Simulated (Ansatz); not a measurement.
# Series on Li+ FSI- in tetrahydrofuran and dimethoxyethane and dimethyl sulfoxide, by temperature

How do cells made at different temperatures differ in energy, pressure, forces, levels, charges and cost?

Computed with Ansatz 0.2.0: Kohn-Sham DFT, PBE+D3(BJ), PAW (set soft_2). Every run is a single point, with the atoms held where the recipe put them (cutoff of the plane-wave runs 420 eV, fixed occupations).

First member: 3 tetrahydrofuran, 4 dimethoxyethane, 4 dimethyl sulfoxide, 5 Li+, 5 FSI- placed at random, at 1.32 g/cm³; overlaps pushed apart, then 10 ps at 550 K with Joung-Cheatham ions (J. Phys. Chem. B 112, 9020 (2008)); MMFF94 bonds, angles, torsions, charges and radii (Halgren, J. Comput. Chem. 17, 490 (1996)) in harmonic and 12-6 forms; charges of ions scaled by 0.8. Snapshot after 30 ps at 310 K and fixed volume.

Last member: 3 tetrahydrofuran, 4 dimethoxyethane, 4 dimethyl sulfoxide, 5 Li+, 5 FSI- placed at random, at 1.13 g/cm³; overlaps pushed apart, then 10 ps at 550 K with Joung-Cheatham ions (J. Phys. Chem. B 112, 9020 (2008)); MMFF94 bonds, angles, torsions, charges and radii (Halgren, J. Comput. Chem. 17, 490 (1996)) in harmonic and 12-6 forms; charges of ions scaled by 0.8. Snapshot after 30 ps at 490 K and fixed volume.

The members:

| temperature (K) | reduced formula | atoms | valence electrons | k-mesh | basis | density (g/cm³) |
| --- | --- | --- | --- | --- | --- | --- |
| 310 | Li5H88C36S14N5O35F10 | 193 | 636 | 1×1×1 | plane waves | 1.32 |
| 350 | Li5H88C36S14N5O35F10 | 193 | 636 | 1×1×1 | plane waves | 1.27 |
| 390 | Li5H88C36S14N5O35F10 | 193 | 636 | 1×1×1 | plane waves | 1.23 |
| 430 | Li5H88C36S14N5O35F10 | 193 | 636 | 1×1×1 | plane waves | 1.19 |
| 490 | Li5H88C36S14N5O35F10 | 193 | 636 | 1×1×1 | plane waves | 1.13 |

Each cell is one sample from a classical run, so sample-to-sample scatter enters every column; pressures lack the kinetic term, and hold the strain of bonds inside molecules, whose lengths the classical model set.

The input of the first member, without its atom lines; other members have their own cell and atoms, and may differ in mesh, basis and outputs:

```yaml
crystal:
  lattice:
    - [13.20451, 0.0, 0.0]
    - [0.0, 13.20451, 0.0]
    - [0.0, 0.0, 13.20451]
  atoms:
    [... 193 lines ...]
kpoints:
  mp_grid: { grid: [1, 1, 1] }
hamiltonian:
  xc: pbe
  dispersion: d3bj
scf:
  occupations: { method: fixed }
output:
  forces: true
  stress: true
  populations: true
  dos:
    method: { smearing: { sigma: 0.08 } }
    de: 0.1
    projected: { site_lists: { C: [C], F: [F], H: [H], Li: [Li], "N": ["N"] } }
  eigenvalues: true
  write_density: true
  write_potential: true
  volumetric_format: npy
```

Results; charges are mean Löwdin charges in e:

| temperature (K) | energy less the first member's (meV/atom) | pressure (GPa) | r.m.s. force (eV/Å) | gap (eV) | q(S) | q(N) | q(F) |
| --- | --- | --- | --- | --- | --- | --- | --- |
| 310 | 0.0 | 1.71 | 1.03 | 3.33 | +2.07 | -0.82 | -0.40 |
| 350 | 9.3 | 1.67 | 1.08 | 3.85 | +2.07 | -0.82 | -0.39 |
| 390 | 13.6 | 1.59 | 1.13 | 3.47 | +2.06 | -0.82 | -0.41 |
| 430 | 18.6 | 1.71 | 1.17 | 2.79 | +2.06 | -0.82 | -0.40 |
| 490 | 23.8 | 2.07 | 1.15 | 3.91 | +2.09 | -0.83 | -0.40 |

The gap is that between the highest filled and lowest empty Kohn-Sham level on the run's k-points, and semilocal functionals tend to put gaps under measured ones. The projection misses up to 0.057 e an atom, so the charges add up to more than the cell's charge.

Cost on 8 threads of Arm Neoverse V2, shared host:

| temperature (K) | atoms | basis | k-mesh | SCF cycles | time | host memory (GiB) |
| --- | --- | --- | --- | --- | --- | --- |
| 310 | 193 | plane waves | 1×1×1 | 11 | 27 s | 3.4 |
| 350 | 193 | plane waves | 1×1×1 | 11 | 28 s | 3.5 |
| 390 | 193 | plane waves | 1×1×1 | 12 | 29 s | 3.6 |
| 430 | 193 | plane waves | 1×1×1 | 12 | 32 s | 3.7 |
| 490 | 193 | plane waves | 1×1×1 | 11 | 31 s | 3.9 |

Times include the outputs that each run asked for, on hosts shared with other jobs.

**Reading.** The energy against the first member goes steadily from 0.0 meV/atom at 310 to 23.8 meV/atom at 490 K; each member is a single configuration. The gap is lowest at 430 K (2.79 eV) and highest at 490 K (3.91 eV), with no steady trend; in single samples it varies with the configuration. The mean charge on S lies between +2.06 and +2.09 e, with no steady trend. The density spans 1.13 to 1.32 g/cm³, so the columns mix its effect with that of the temperature. The pressure is lowest at 390 K (1.6 GPa) and highest at 490 K (2.1 GPa); the recipes set unlike densities, and the bond lengths of the classical model enter the pressure too.

Caveats: The network of contacts between molecules at the start is that of the classical potential that made the cell, and needn't be the one that DFT or experiment would give. The cells aren't relaxed by DFT, which could reorder their energies.

[Logs are printed without paths, hosts, clocks, repeated set-up lines and the standing remarks that a program may print on its own settings, such as how far it seeks lower states.]

[Hosts, paths, dates, database ids (printed as entryN), source tags and the programs' standing remarks are cut or masked in the printed files.]

[The MMFF94 radii named for the starting cell were scaled by 0.96; in molecules described by MMFF94, hydrogen bound to N, O or S took a small fixed 12-6 site in their place.]
